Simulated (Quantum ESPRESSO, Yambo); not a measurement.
# MoS2 (P6_3/mmc): G0W0 in Yambo against the bands

How does the gap of MoS2 (P6_3/mmc) converge in the bands?

Program: Yambo 5.3.0. Level of theory: PBE and many-body steps on it, plane waves. Results are calculated unless marked as measured.

The database entry behind the starting cell differs from later determinations by our own check (about 0.3 % long), so it need not match the best structure at ambient conditions.

## Step 1: Set-up

It takes space group P6_3/mmc (No. 194, hexagonal). Conventional cell: a = 3.169 Å, b = 3.169 Å, c = 12.324 Å, α = 90.00°, β = 90.00°, γ = 120.00°. Nearest to Mo lie 6 S at 2.41 Å. S has 3 Mo at 2.41 Å nearest. Farther neighbours and most contacts between anions are not listed.

Coordinates:

```xyz
6
Lattice="3.1690 0.0000 0.0000 -1.5845 2.7444 0.0000 0.0000 0.0000 12.3240" Properties=species:S:1:pos:R:3 pbc="T T T"
Mo    0.0000    1.8296    3.0810
Mo    1.5845    0.9148    9.2430
S     0.0000    1.8296    7.6779
S     1.5845    0.9148    1.5159
S     0.0000    1.8296   10.8081
S     1.5845    0.9148    4.6461
```

The cell and positions come from the Crystallography Open Database and are kept as given unless a step says otherwise.

## Step 2: 44 bands

This step: Yambo 5.3.0; G0W0 on PBE, plane waves, norm-conserving pseudopotentials.

Now the one-shot GW correction: screening in the RPA, then the self-energy of the levels asked for.

File gw1.in:

```
HF_and_locXC
gw0
dyson
ppa
em1d
rim_cut
RandQpts= 1000000
RandGvec= 1 RL
EXXRLvcs= 72 Ry
VXCRLvcs= 288 Ry
Chimod= "HARTREE"
% BndsRnXp
 1 | 44 |
%
NGsBlkXp= 7 Ry
% LongDrXp
 1 | 1 | 1 |
%
% GbndRnge
 1 | 44 |
%
DysSolver= "n"
ExtendOut
PPAPntXp= 27.21138 eV
% QPkrange
 1 | 1 | 25 | 28 |
 9 | 9 | 25 | 28 |
 13 | 13 | 25 | 28 |
%
```

The run is started by

```sh
$ OMP_NUM_THREADS=2 mpirun -n 4 yambo -F gw1.in -J gw1 -C gw1 > gw1.log
```

The log of the run:

```text
 Yambo, version 5.3.0

 [02] CORE Variables Setup
 =========================

  [... cell, symmetries and grids as in the set-up ...]

  [02.05] Energies & Occupations
  ==============================

  [X] === General ===
  [X] Electronic Temperature                        :  0.000000  0.000000 [eV K]
  [X] Bosonic    Temperature                        :  0.000000  0.000000 [eV K]
  [X] Finite Temperature mode                       : no
  [X] El. density                                   :  0.48515E+24 [cm-3]
  [X] Fermi Level                                   :  10.99216 [eV]

  [X] === Gaps and Widths ===
  [X] Conduction Band Min                           :  0.888808 [eV]
  [X] Valence Band Max                              :  0.000000 [eV]
  [X] Filled Bands                                  :  26
  [X] Empty Bands                                   :    27   345
  [X] Direct Gap                                    :  1.653898 [eV]
  [X] Direct Gap localized at k                     :  13
  [X] Indirect Gap                                  :  0.888808 [eV]
  [X] Indirect Gap between kpts                     :   1   9
  [X] Last valence band width                       :  1.613810 [eV]
  [X] 1st conduction band width                     :  1.216218 [eV]

 [03] Transferred momenta grid and indexing
 ==========================================

 IBZ Q-points                                      :  14
 BZ  Q-points                                      :   72

 K/Q-points units:
 rlu = crystal or reduced units; cc = cartesian coordinates; iku = interal k-units

 Q [ 1]         [rlu]:  0.000000  0.000000  0.000000
 Q [ 2]         [rlu]:  0.000000  0.000000 -0.500000
 Q [ 3]         [rlu]: -0.39822E-17  0.16667       0.0000
 Q [ 4]         [rlu]: -0.39822E-17  0.16667     -0.50000
 Q [ 5]         [rlu]: -0.79644E-17  0.33333       0.0000
 Q [ 6]         [rlu]: -0.79644E-17  0.33333     -0.50000
 Q [ 7]         [rlu]:  0.11947E-16 -0.50000       0.0000
 Q [ 8]         [rlu]:  0.11947E-16 -0.50000     -0.50000
 Q [ 9]         [rlu]:  0.166667  0.166667  0.000000
 Q [10]         [rlu]:  0.166667  0.166667 -0.500000
 Q [11]         [rlu]:  0.166667  0.333333  0.000000
 Q [12]         [rlu]:  0.166667  0.333333 -0.500000
 Q [13]         [rlu]:  0.333333  0.333333  0.000000
 Q [14]         [rlu]:  0.333333  0.333333 -0.500000

 [04] Coloumb potential Random Integration (RIM)
 ===============================================

  [04.01] RIM initialization
  ==========================

  * Diagonal components only detected *

  8 x (sBL volume)        :  0.038104 [a.u.]
  sBZ random points       :  1000000
  Points outside the sBZ  :   7994252
  RL volume               :  0.342938 [a.u.]
  Integrated volume       :  0.343185 [a.u.]

  [04.02] RIM integrals
  =====================

  Gamma point sphere radius             :  0.061039 [a.u.]
  Points outside the sphere             :   799440
  [Int_sBZ(q=0) 1/q^2]*(Vol_sBZ)^(-1/3) =:  7.614149
                                 should be <:  7.795600

  Summary of Coulomb integrals for non-metallic bands |Q|[au] RIM/Bare

  Q [1] 0.100000E-4 0.976724 * Q [2] 0.134896 0.909773
  Q [3] 0.201919 1.106674 * Q [4] 0.242834 1.050517
  Q [9] 0.349734 1.035767 * Q [10] 0.374847 1.026735
  Q [5] 0.403838 1.026483 * Q [6] 0.425772 1.021260
  Q [11] 0.534227 1.015464 * Q [12] 0.550995 1.013641
  Q [7] 0.605757 1.012041 * Q [8] 0.620595 1.010959
  Q [13] 0.699467 1.009340 * Q [14] 0.712356 1.008709

 [05] Dipoles
 ============

  [05.01] Setup: observables and procedures
  =========================================

  [WARNING] [x,Vnl] slows the Dipoles computation. To neglect it rename the ns.kb_pp file

 [06] Dynamic Dielectric Matrix (PPA)
 ====================================

 [WR./gw1//ndb.pp]---------------------------------------------------------------
  Brillouin Zone Q/K grids (IBZ/BZ)                :   14   72   14   72
  RL vectors                                       :   9289 [WF]
  Coulomb cutoff potential                         : none
  Electronic Temperature                           :  0.000000 [K]
  Bosonic    Temperature                           :  0.000000 [K]
  PPA    diel. fun.  energies                      : Perdew, Burke & Ernzerhof(X)+Perdew, Burke & Ernzerhof(C)
  wavefunctions                                    : Perdew, Burke & Ernzerhof(X)+Perdew, Burke & Ernzerhof(C)
  Global Gauge                                     : length
  X matrix size                                    :  241
  X band range                                     :    1   44
  X e/h energy range                               : -1.000000 -1.000000 [eV]
  X Time ordering                                  : R
  X Hxc Kernel                                     : HARTREE
  X Drude frequency                                :  0.000000  0.000000
  X poles                                          :  100.0000 [o/o]
  RL vectors in the sum                            :   9289
  [r,Vnl] included                                 : yes
  Field direction                                  :  0.577350E-5  0.577350E-5  0.577350E-5
  BZ energy Double Grid                            : no
  BZ energy DbGd points                            : 0
  BZ Q point size factor                           : -1.000000
  X Optical Averaged directions                    : none

 [07] Local Exchange-Correlation + Non-Local Fock
 ================================================

 [VXC] Plane waves :   59645
 [EXS] Plane waves :   7461

 QP @ state[ 1 ] K range:  1  1
 QP @ state[ 1 ] b range:  25  28
 QP @ state[ 2 ] K range:   9   9
 QP @ state[ 2 ] b range:  25  28
 QP @ state[ 3 ] K range:  13  13
 QP @ state[ 3 ] b range:  25  28

 [xc] Functional : Perdew, Burke & Ernzerhof(X)+Perdew, Burke & Ernzerhof(C)
 [xc] LIBXC used to calculate xc functional
  PP Number of Atomic Species                      :  2
  NLCC RL compoments                               :   59645
  PP Number of Atomic Species                      :  2
  NLCC RL compoments                               :   59645

 [xc] E_xc :  -24.88331 [Ha]
      E_xc :  -49.76663 [Ry]

  Local XC kind (lXC) : Perdew, Burke & Ernzerhof(X)+Perdew, Burke & Ernzerhof(C)
  Non-Local XC kind (nlXC) : Hartree-Fock

  Corrections @ K [1] :  [eV]
 <25|nlXC|25> = -16.53593 -0.41504E-17 <25|lXC|25> = -15.41329 -0.37763E-15
 <26|nlXC|26> = -16.96836  0.70008E-17 <26|lXC|26> = -16.39175 -0.75527E-15
 <27|nlXC|27> = -11.21797 -0.18955E-17 <27|lXC|27> = -15.68152 -0.56645E-15
 <28|nlXC|28> = -11.21809 -0.24190E-18 <28|lXC|28> = -15.68152  0.000000

  Corrections @ K [9] :  [eV]
 <25|nlXC|25> = -17.37658 -0.14941E-16 <25|lXC|25> = -16.02372 -0.18882E-15
 <26|nlXC|26> = -17.45280  0.10935E-16 <26|lXC|26> = -16.15519  0.94408E-16
[...]
Corrections @ K [13] :  [eV]
[...]
<26|nlXC|26> = -16.95866 -0.17308E-17 <26|lXC|26> = -16.51729 -0.18882E-15
 <27|nlXC|27> = -13.42782 -0.13359E-17 <27|lXC|27> = -17.61132  0.18882E-15
 <28|nlXC|28> = -13.42782  0.22257E-18 <28|lXC|28> = -17.61132  0.18882E-15

 [08] Dyson equation: Newton solver
 ==================================

  [08.01] G0W0 (W PPA)
  ====================

  [  GW  ] Bands range     :    1   44
  [GW/PPA] G damping       :  0.100000 [eV]

  QP @ state[ 1 ] K range:  1  1
  QP @ state[ 1 ] b range:  25  28
  QP @ state[ 2 ] K range:   9   9
  QP @ state[ 2 ] b range:  25  28
  QP @ state[ 3 ] K range:  13  13
  QP @ state[ 3 ] b range:  25  28

   Sc/G bands                                       :    1   44
   Sc/G damping                                     :  0.100000 ev
   Sc bands terminator                              : no
   Sx RL components                                 :   7461

   QP @ state[ 1 ] K range                          :  1  1
   QP @ state[ 1 ] b range                          :  25  28
   QP @ state[ 2 ] K range                          :   9   9
   QP @ state[ 2 ] b range                          :  25  28
   QP @ state[ 3 ] K range                          :  13  13
   QP @ state[ 3 ] b range                          :  25  28
   GF energies kind                                 : Perdew, Burke & Ernzerhof(X)+Perdew, Burke & Ernzerhof(C)
   GF WF`s kind                                     : Perdew, Burke & Ernzerhof(X)+Perdew, Burke & Ernzerhof(C)
   Xs energies kind                                 : Perdew, Burke & Ernzerhof(X)+Perdew, Burke & Ernzerhof(C)
   Xs WF`s kind                                     : Perdew, Burke & Ernzerhof(X)+Perdew, Burke & Ernzerhof(C)

 [11] Game Over & Game summary
```

Wall time 68 s (4 MPI ranks of Arm Neoverse V1, shared host); peak memory 3.6 GiB.

Numbers from this step:

| Property | Result |
| --- | --- |
| G0W0 gap on the points computed | 1.274 eV |
| starting gap on the mesh | 0.8888 eV |
| k of the valence top | 0, 0, 0 |
| k of the conduction bottom | 0.1667, 0.1667, 0 |
| least direct G0W0 gap on the computed points | 2.264 eV |
| Z at the valence top | 0.7795 |
| Z at the conduction bottom | 0.7889 |

The gap on the mesh goes from 0.89 eV to 1.27 eV, a correction of +0.39 eV.

## Step 3: 65 bands

gw2.in, as its differences from gw1.in of step 2:

```diff
@@ -12,3 +12,3 @@
 % BndsRnXp
- 1 | 44 |
+ 1 | 65 |
 %
@@ -19,3 +19,3 @@
 % GbndRnge
- 1 | 44 |
+ 1 | 65 |
 %
```

The run is started by

```sh
$ OMP_NUM_THREADS=2 mpirun -n 4 yambo -F gw2.in -J gw2 -C gw2 > gw2.log
```

The log of the run:

```text
 Yambo, version 5.3.0

 [02] CORE Variables Setup
 =========================

  [... cell, symmetries and grids as in the set-up ...]

  [02.05] Energies & Occupations
  ==============================

  [X] === General ===
  [X] Electronic Temperature                        :  0.000000  0.000000 [eV K]
  [X] Bosonic    Temperature                        :  0.000000  0.000000 [eV K]
  [X] Finite Temperature mode                       : no
  [X] El. density                                   :  0.48515E+24 [cm-3]
  [X] Fermi Level                                   :  10.99216 [eV]

  [X] === Gaps and Widths ===
  [X] Conduction Band Min                           :  0.888808 [eV]
  [X] Valence Band Max                              :  0.000000 [eV]
  [X] Filled Bands                                  :  26
  [X] Empty Bands                                   :    27   345
  [X] Direct Gap                                    :  1.653898 [eV]
  [X] Direct Gap localized at k                     :  13
  [X] Indirect Gap                                  :  0.888808 [eV]
  [X] Indirect Gap between kpts                     :   1   9
  [X] Last valence band width                       :  1.613810 [eV]
  [X] 1st conduction band width                     :  1.216218 [eV]

 [03] Transferred momenta grid and indexing
 ==========================================

 IBZ Q-points                                      :  14
 BZ  Q-points                                      :   72

 K/Q-points units:
 rlu = crystal or reduced units; cc = cartesian coordinates; iku = interal k-units

 Q [ 1]         [rlu]:  0.000000  0.000000  0.000000
 Q [ 2]         [rlu]:  0.000000  0.000000 -0.500000
 Q [ 3]         [rlu]: -0.39822E-17  0.16667       0.0000
[...]
Local XC kind (lXC) : Perdew, Burke & Ernzerhof(X)+Perdew, Burke & Ernzerhof(C)
  Non-Local XC kind (nlXC) : Hartree-Fock

  Corrections @ K [1] :  [eV]
 <25|nlXC|25> = -16.53593 -0.41504E-17 <25|lXC|25> = -15.41329 -0.37763E-15
 <26|nlXC|26> = -16.96836  0.70008E-17 <26|lXC|26> = -16.39175 -0.75527E-15
 <27|nlXC|27> = -11.21797 -0.18955E-17 <27|lXC|27> = -15.68152 -0.56645E-15
[...]
Corrections @ K [9] :  [eV]
[...]
Corrections @ K [13] :  [eV]
[...]
<27|nlXC|27> = -13.42782 -0.13359E-17 <27|lXC|27> = -17.61132  0.18882E-15
 <28|nlXC|28> = -13.42782  0.22257E-18 <28|lXC|28> = -17.61132  0.18882E-15

 [08] Dyson equation: Newton solver
 ==================================

  [08.01] G0W0 (W PPA)
  ====================

  [  GW  ] Bands range     :    1   65
  [GW/PPA] G damping       :  0.100000 [eV]

  QP @ state[ 1 ] K range:  1  1
  QP @ state[ 1 ] b range:  25  28
  QP @ state[ 2 ] K range:   9   9
  QP @ state[ 2 ] b range:  25  28
  QP @ state[ 3 ] K range:  13  13
  QP @ state[ 3 ] b range:  25  28

   Sc/G bands                                       :    1   65
   Sc/G damping                                     :  0.100000 ev
   Sc bands terminator                              : no
   Sx RL components                                 :   7461

   QP @ state[ 1 ] K range                          :  1  1
   QP @ state[ 1 ] b range                          :  25  28
   QP @ state[ 2 ] K range                          :   9   9
   QP @ state[ 2 ] b range                          :  25  28
   QP @ state[ 3 ] K range                          :  13  13
   QP @ state[ 3 ] b range                          :  25  28
   GF energies kind                                 : Perdew, Burke & Ernzerhof(X)+Perdew, Burke & Ernzerhof(C)
   GF WF`s kind                                     : Perdew, Burke & Ernzerhof(X)+Perdew, Burke & Ernzerhof(C)
   Xs energies kind                                 : Perdew, Burke & Ernzerhof(X)+Perdew, Burke & Ernzerhof(C)
   Xs WF`s kind                                     : Perdew, Burke & Ernzerhof(X)+Perdew, Burke & Ernzerhof(C)

 [11] Game Over & Game summary
```

Elapsed: 2 min, on 4 MPI ranks; peak memory 3.7 GiB; 14 min of CPU time.

This step gave:

```yaml
g0w0_gap_on_the_points_computed: 1.234 eV
starting_gap_on_the_mesh: 0.8888 eV
k_of_the_valence_top: 0, 0, 0
k_of_the_conduction_bottom: 0.1667, 0.1667, 0
least_direct_g0w0_gap_on_the_computed_points: 2.265 eV
z_at_the_valence_top: 0.7835
z_at_the_conduction_bottom: 0.7916
```

Against the run before, the gap moves by −0.040 eV.

## Step 4: 106 bands

gw3.in, as its differences from gw2.in of step 3:

```diff
@@ -12,3 +12,3 @@
 % BndsRnXp
- 1 | 65 |
+ 1 | 106 |
 %
@@ -19,3 +19,3 @@
 % GbndRnge
- 1 | 65 |
+ 1 | 106 |
 %
```

The run is started by

```sh
$ OMP_NUM_THREADS=2 mpirun -n 4 yambo -F gw3.in -J gw3 -C gw3 > gw3.log
```

The log of the run:

```text
 Yambo, version 5.3.0

 [02] CORE Variables Setup
 =========================

  [... cell, symmetries and grids as in the set-up ...]

  [02.05] Energies & Occupations
  ==============================

  [X] === General ===
  [X] Electronic Temperature                        :  0.000000  0.000000 [eV K]
  [X] Bosonic    Temperature                        :  0.000000  0.000000 [eV K]
  [X] Finite Temperature mode                       : no
  [X] El. density                                   :  0.48515E+24 [cm-3]
[...]
QP @ state[ 2 ] b range                          :  25  28
   QP @ state[ 3 ] K range                          :  13  13
   QP @ state[ 3 ] b range                          :  25  28
   GF energies kind                                 : Perdew, Burke & Ernzerhof(X)+Perdew, Burke & Ernzerhof(C)
   GF WF`s kind                                     : Perdew, Burke & Ernzerhof(X)+Perdew, Burke & Ernzerhof(C)
   Xs energies kind                                 : Perdew, Burke & Ernzerhof(X)+Perdew, Burke & Ernzerhof(C)
   Xs WF`s kind                                     : Perdew, Burke & Ernzerhof(X)+Perdew, Burke & Ernzerhof(C)

 [11] Game Over & Game summary
```

It took 3.5 min on 4 MPI ranks; peak memory 3.6 GiB.

This step gave:

```
G0W0 gap on the points computed              : 1.239 eV
starting gap on the mesh                     : 0.8888 eV
k of the valence top                         : 0, 0, 0
k of the conduction bottom                   : 0.1667, 0.1667, 0
least direct G0W0 gap on the computed points : 2.214 eV
```

Against the run before, the gap moves by +0.004 eV.

(Continued in part 2 of 2.)

[Paths, hosts, dates, memory and timing lines, banners, echoed tables and standing remarks are left out of the program output.]

[Logs are printed without paths, hosts, clocks, repeated set-up lines and the standing remarks that a program may print on its own settings, such as how far it seeks lower states.]

[Runs of the session that timed out or met a known fault of the program may be left out.]

[Hosts, paths, dates, database ids (printed as entryN), source tags and the programs' standing remarks are cut or masked in the printed files.]
